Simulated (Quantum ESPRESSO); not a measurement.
# SiC (Moissanite 3C): zone-centre phonons

Aim: the zone-centre modes of SiC (Moissanite 3C).

Program: Quantum ESPRESSO 7.5. Level of theory: DFT LDA, scalar-relativistic, plane waves, PseudoDojo norm-conserving pseudopotentials. Results are calculated unless marked as measured.

**What experiment says.**

“On melting of silicon carbide under pressure” (2012, arxiv:1210.3244) quotes from earlier work for SiC, 3C polytype (zincblende) (single crystals from silicon oxide and carbon black reaction at 2800 K, annealed in air): lattice constant a (a of cubic 3C-SiC starting crystals) 4.357 Å [Starting-material characterisation; no method, uncertainty or temperature given].

For SiC, 3C (beta, cubic zinc blende) (literature average; scatter up to 0.2), “Infrared properties of SiC particles” (1999, arxiv:astro-ph/9903031) quotes earlier work: ε∞ (high-frequency dielectric constant) 6.49 [average of published experimental values; polytype label garbled in the row, 3C inferred …].

“The effects of helium, strontium, and silver triple ions implanted into SiC” (2023, pmc:10585298) reports for SiC, zincblende 3C (polycrystalline, some 6H present), by Raman spectroscopy, 532 nm (un-implanted polycrystalline wafer, mainly 3C with some 6H): Raman mode (TO, upper component of the split transverse peak) about 794.3 cm⁻¹ [polycrystalline mixed 3C/6H wafer; TO peak is split, unlike ideal 3C].

“Optical properties of silicon carbide for astrophysical applications I. New laboratory infrared reflectance spectra and optical constants” (2008, arxiv:0803.1210) reports for SiC, 3C (zinc blende), by FTIR reflectance, classical dispersion analysis (high-purity CVD 3C-SiC wafer, 292 K): infrared mode (TO at Gamma) about 797.5 cm⁻¹ [TO position from reflectance band and dispersion fit; imperfect surface polish].

Report form: the programs' logs are mostly left out.

**1. Set-up**

The structure is cubic, space group F-43m (No. 216). The conventional cell has a = 4.358 Å, b = 4.358 Å, c = 4.358 Å, α = 90.00°, β = 90.00°, γ = 90.00°. Nearest to Si lie 4 C at 1.89 Å. Nearest to C lie 4 Si at 1.89 Å. Farther neighbours are not listed.

Coordinates:

```cif
data_structure
_symmetry_space_group_name_H-M 'F-43m'
_symmetry_Int_Tables_number 216
_cell_length_a 4.3580
_cell_length_b 4.3580
_cell_length_c 4.3580
_cell_angle_alpha 90.000
_cell_angle_beta 90.000
_cell_angle_gamma 90.000
_cell_volume 82.77
loop_
_atom_site_label
_atom_site_type_symbol
_atom_site_symmetry_multiplicity
_atom_site_Wyckoff_symbol
_atom_site_fract_x
_atom_site_fract_y
_atom_site_fract_z
_atom_site_occupancy
Si1 Si 4 a 0.00000 0.00000 0.00000 1
C1 C 4 d 0.25000 0.25000 0.75000 1
```

**2. A probe with smearing**

Before anything dear is run, a loose run with smearing shows whether this is a metal and how far the cell is from rest.

probe.in

```
 &control
    calculation='scf',
    prefix='x',
    outdir='./tmp',
    pseudo_dir='./pseudo',
    tprnfor=.true.,
    tstress=.true.,
    verbosity='high',
 /
 &system
    ibrav=0,
    nat=2,
    ntyp=2,
    ecutwfc=90.0,
    occupations='smearing',
    smearing='gaussian',
    degauss=0.01,
 /
 &electrons
    conv_thr=1.0d-07,
    mixing_beta=0.7,
    electron_maxstep=100,
 /
ATOMIC_SPECIES
 Si     28.0850  Si.upf
 C      12.0110  C.upf
CELL_PARAMETERS angstrom
    -2.179000000    0.000000000    2.179000000
     0.000000000    2.179000000    2.179000000
    -2.179000000    2.179000000    0.000000000
ATOMIC_POSITIONS crystal
 Si     0.000000000   0.000000000   0.000000000
 C      0.250000000   0.250000000   0.250000000
K_POINTS automatic
 8 8 8 0 0 0
```

On the command line:

```bash
$ OMP_NUM_THREADS=1 mpirun -n 4 pw.x -nk 4 -in probe.in > probe.out
```

Run time: 2.8 s. Hardware: 4 MPI ranks of Arm Neoverse V1, shared host; 11 s of CPU time.

Numbers from this step:

```
volume per atom   : 10.35 Å³
pressure          : -4.887 GPa
gap on the k-mesh : 1.328 eV
```

A gap of 1.3 eV opens on this mesh, so the crystal is taken as an insulator; the start stands at -4.9 GPa.

**3. Relaxation**

The relaxation runs at a cutoff a fifth above that of the response, since stress converges more slowly with the basis than frequencies do. Forces and stress are brought to rest with tight thresholds.

relax.in

```
 &control
    calculation='vc-relax',
    prefix='x',
    outdir='./tmp',
    pseudo_dir='./pseudo',
    tprnfor=.true.,
    tstress=.true.,
    forc_conv_thr=2.0d-05,
    etot_conv_thr=1.0d-07,
    nstep=40,
 /
 &system
    ibrav=0,
    nat=2,
    ntyp=2,
    ecutwfc=108,
    occupations='fixed',
    nbnd=6,
 /
 &electrons
    conv_thr=1.0d-11,
    mixing_beta=0.7,
    electron_maxstep=100,
 /
 &ions
 /
 &cell
    press_conv_thr=0.2,
 /
ATOMIC_SPECIES
 Si     28.0850  Si.upf
 C      12.0110  C.upf
CELL_PARAMETERS angstrom
    -2.179000000    0.000000000    2.179000000
     0.000000000    2.179000000    2.179000000
    -2.179000000    2.179000000    0.000000000
ATOMIC_POSITIONS crystal
 Si     0.000000000   0.000000000   0.000000000
 C      0.250000000   0.250000000   0.250000000
K_POINTS automatic
 10 10 10 0 0 0
```

On the command line:

```bash
$ OMP_NUM_THREADS=1 mpirun -n 4 pw.x -nk 4 -in relax.in > relax.out
```

It took 24 s on 4 MPI ranks; 95 s of CPU time.

The steps of the relaxation:

| step | energy less that of the first step (eV) | largest force (eV/Å) | pressure (GPa) | volume (Å³) |
| --- | --- | --- | --- | --- |
| 1 | 0.0000 | 0.0000 | -4.90 | 20.69 |
| 2 | -0.0070 | 0.0000 | 0.61 | 20.18 |
| 3 | -0.0071 | 0.0000 | -0.02 | 20.23 |
| 4 | -0.0071 | 0.0000 | 0.00 | 20.23 |
| 5 | -0.0071 | 0.0000 | 0.00 | 20.23 |

| conventional cell, symmetrised | before | after | change |
| --- | --- | --- | --- |
| a (Å) | 4.358 | 4.326 | -0.7 % |
| b (Å) | 4.358 | 4.326 | -0.7 % |
| c (Å) | 4.358 | 4.326 | -0.7 % |
| volume (Å³/atom) | 10.35 | 10.12 | -2.2 % |

Final coordinates:

```cif
data_structure
_symmetry_space_group_name_H-M 'P 1'
_symmetry_Int_Tables_number 1
_cell_length_a 3.0586
_cell_length_b 3.0586
_cell_length_c 3.0586
_cell_angle_alpha 60.000
_cell_angle_beta 60.000
_cell_angle_gamma 60.000
_cell_volume 20.23
loop_
_atom_site_label
_atom_site_type_symbol
_atom_site_fract_x
_atom_site_fract_y
_atom_site_fract_z
_atom_site_occupancy
Si1 Si 0.00000 0.00000 0.00000 1
C2 C 0.25000 0.25000 0.25000 1
```

The last row of the table of steps is pw.x's closing run on a basis chosen anew for the final cell, so its energy can jump.

Numbers from this step:

```
volume per atom   : 10.12 Å³
pressure          : 0.004 GPa
gap on the k-mesh : 1.311 eV
```

The volume changes by -2.2 % from the cell with which this run began.

**4. Ground state**

The response is built on this ground state, so it is converged far tighter than an energy would need. With a gap, occupations are fixed, which also allows the response to an electric field.

scf.in

```
 &control
    calculation='scf',
    prefix='x',
    outdir='./tmp',
    pseudo_dir='./pseudo',
    tprnfor=.true.,
    tstress=.true.,
 /
 &system
    ibrav=0,
    nat=2,
    ntyp=2,
    ecutwfc=90.0,
    occupations='fixed',
    nbnd=6,
 /
 &electrons
    conv_thr=1.0d-12,
    mixing_beta=0.7,
    electron_maxstep=100,
 /
ATOMIC_SPECIES
 Si     28.0850  Si.upf
 C      12.0110  C.upf
CELL_PARAMETERS angstrom
    -2.162766515    0.000000000    2.162766515
     0.000000000    2.162766515    2.162766515
    -2.162766515    2.162766515    0.000000000
ATOMIC_POSITIONS crystal
 Si     0.000000000   0.000000000   0.000000000
 C      0.250000000   0.250000000   0.250000000
K_POINTS automatic
 12 12 12 0 0 0
```

On the command line:

```bash
$ OMP_NUM_THREADS=1 mpirun -n 4 pw.x -nk 4 -in scf.in > scf.out
```

Elapsed: 9 s, on 4 MPI ranks; 35 s of CPU time.

Read from the output:

```yaml
pressure: 0.006000 GPa
```

The cell stands at 0.0060 GPa, close enough for phonons.

**5. Linear response at Γ**

At q = 0 one unit cell holds all displacements; symmetry groups them into irreducible representations that are solved one by one. The response to a field gives ε∞ and the Born charges, which polar modes need.

ph.in

```
phonons
 &inputph
    prefix='x',
    outdir='./tmp',
    fildyn='g.dyn',
    tr2_ph=1.0d-18,
    epsil=.true.,
 /
0.000000000000 0.000000000000 0.000000000000
```

On the command line:

```bash
$ OMP_NUM_THREADS=1 mpirun -n 4 ph.x -nk 4 -in ph.in > ph.out
```

It took 62 s on 4 MPI ranks; 4.1 min of CPU time.

Numbers from this step:

| Item | Value |
| --- | --- |
| miss of the charge sum rule | 0.001520 e |
| largest acoustic frequency at the zone centre before the sum rule | -0.95 cm⁻¹ |
| highest optical zone-centre mode (no LO-TO term) | 798.1 cm⁻¹ |
| lowest optical zone-centre mode | 798.1 cm⁻¹ |
| mean high-frequency dielectric constant | 6.879 |
| largest Born charge in size (third of the trace) | 2.724 e |

Born charge (rows field, columns displacement), before the sum rule (e), principal values of the symmetric part by kind of site:

| atom | atoms with these values | low | middle | high | mean |
| --- | --- | --- | --- | --- | --- |
| Si1 | 1 | 2.72 | 2.72 | 2.72 | 2.72 |
| C2 | 1 | -2.72 | -2.72 | -2.72 | -2.72 |

In full for Si1:

```
2.72 0.00 0.00
0.00 2.72 0.00
0.00 0.00 2.72
```

High-frequency dielectric tensor:

```
6.88 0.00 0.00
0.00 6.88 0.00
0.00 0.00 6.88
```

The acoustic modes at Γ come out as far as 0.9 cm⁻¹ from zero, where they should vanish, a small numerical error; the Born charges miss their sum rule by 0.0015 e, which is good.

**6. Modes with the sum rule**

A rigid shift of the crystal must cost nothing, but grids and finite bases break this; the acoustic sum rule is imposed before the matrix is diagonalised again. With Born charges the intensities follow, and the static dielectric tensor.

dynmat.in

```
 &input
    fildyn='g.dyn',
    asr='simple',
    fileig='dynmat.eig',
    lperm=.true.,
 /
```

On the command line:

```bash
$ dynmat.x -in dynmat.in > dynmat.out
```

It took 0.45 s on 1 thread.

Read from the output:

| Property | Result |
| --- | --- |
| mean static dielectric constant | 10.24 |

Unit eigenvectors of the mass-weighted matrix after the sum rule; no LO-TO term. The modes at Γ (shares of kinetic energy by element, %):

| mode | frequency (cm⁻¹) | symmetry | Si % | C % |
| --- | --- | --- | --- | --- |
| 1 | 0.0 | acoustic | 70 | 30 |
| 2 | 0.0 | acoustic | 70 | 30 |
| 3 | 0.0 | acoustic | 70 | 30 |
| 4 | 798.1 | T2 | 30 | 70 |
| 5 | 798.1 | T2 | 30 | 70 |
| 6 | 798.1 | T2 | 30 | 70 |

Displacements in mode 4 (798.1 cm⁻¹), the largest set to 1:
```
Si1  0.00 -0.43  0.00
C2   0.00  1.00  0.00
```

Degenerate modes summed, no LO-TO term. Lines of the infrared spectrum (strongest = 100):

| position (cm⁻¹) | lines merged | label | IR intensity, relative |
| --- | --- | --- | --- |
| 798 | 3 | T2 | 100 |

Static dielectric tensor (ions relaxed, fixed cell):

```
10.24  0.00  0.00
 0.00 10.24  0.00
 0.00  0.00 10.24
```

The rule moves no optical mode by more than 0.1 cm⁻¹.

**7. The LO-TO splitting (1 0 0)**

A longitudinal polar mode sets up a macroscopic field that stiffens it; the term hangs on the direction from which q goes to zero.

dynmat.in

```
 &input
    fildyn='g.dyn',
    asr='simple',
    fileig='dynmat.eig',
    q(1)=1.0,
    q(2)=0.0,
    q(3)=0.0,
 /
```

On the command line:

```bash
$ dynmat.x -in dynmat.in > dynmat.out
```

Elapsed: 0.45 s, on 1 thread.

Read from the output:

- highest mode moved by the LO-TO term: 973.9 cm⁻¹

Zone-centre frequencies as printed; negative means imaginary. Modes:

| mode | frequency (cm⁻¹) |
| --- | --- |
| 1 | 0 |
| 2 | 0 |
| 3 | 0 |
| 4 | 798.1 |
| 5 | 798.1 |
| 6 | 973.9 |

The field moves one mode, from 798 to 974 cm⁻¹; the others stay.

**8. Results**

| Property | Result |
| --- | --- |
| space group after relaxation | F-43m |
| volume per atom | 10.1 Å³ |
| gap on the k-mesh | 1.31 eV |
| highest optical zone-centre mode (no LO-TO term) | 798.1 cm⁻¹ |
| highest mode moved by the LO-TO term | 973.9 cm⁻¹ |
| mean high-frequency dielectric constant | 6.88 |
| largest Born charge in size (third of the trace) | 2.72 e |
| mean static dielectric constant | 10.2 |
| imaginary optical modes at the zone centre (no q mesh in this session) | none |

**Reading.** At the LDA level the optical modes of SiC (Moissanite 3C) at the zone centre (no LO-TO term) lie at 798 cm⁻¹. Along the directions run, the highest mode that the macroscopic field moves lies at 974 cm⁻¹. Lattice motion raises the mean dielectric constant from 6.879 to 10.24. The Lyddane-Sachs-Teller relation holds: (ωLO/ωTO)² is 1.49 and ε₀/ε∞ is 1.49. These are harmonic frequencies at zero temperature: anharmonic shifts and linewidths and thermal expansion are left out.

Comparison with the measured values:

| quantity | measured | LDA PseudoDojo norm-conserving, Quantum ESPRESSO |
| --- | --- | --- |
| lattice constant a (Å) | 4.357 | 4.326 (-0.7 %) |
| ε∞ (mean of the tensor) | 6.49 | 6.88 (+6.0 %) |
| Raman mode, TO, upper component of the … (cm⁻¹) | 794.3 | 798 (+0.5 %) |
| infrared mode, TO at Gamma (cm⁻¹) | 797.5 | 798 (+0.1 %) |

Measured values from arxiv:1210.3244 (2012), arxiv:astro-ph/9903031 (1999), pmc:10585298 (2023) and arxiv:0803.1210 (2008).

How well it matches: The lattice constant a is off by -0.7 %: fair agreement. The ε∞ is off by +6.0 %: good agreement. The Raman mode is off by +0.5 %: good agreement. The infrared mode is off by +0.1 %: good agreement. The grades are ours: good and fair within 0.7 and 1.5 % for the lattice constant a, 7 and 18 % for the ε∞, 3 and 7 % for the Raman mode and 3 and 7 % for the infrared mode. For lattice constants, Raman mode and infrared mode the calculation has a static lattice, without zero-point motion or thermal expansion (measured at up to 292 K).

[Host names and launcher messages were left out of these logs when they were recorded.]

[Logs are printed without paths, hosts, clocks, repeated set-up lines and the standing remarks that a program may print on its own settings, such as how far it seeks lower states.]

[Hosts, paths, dates, database ids (printed as entryN), source tags and the programs' standing remarks are cut or masked in the printed files.]
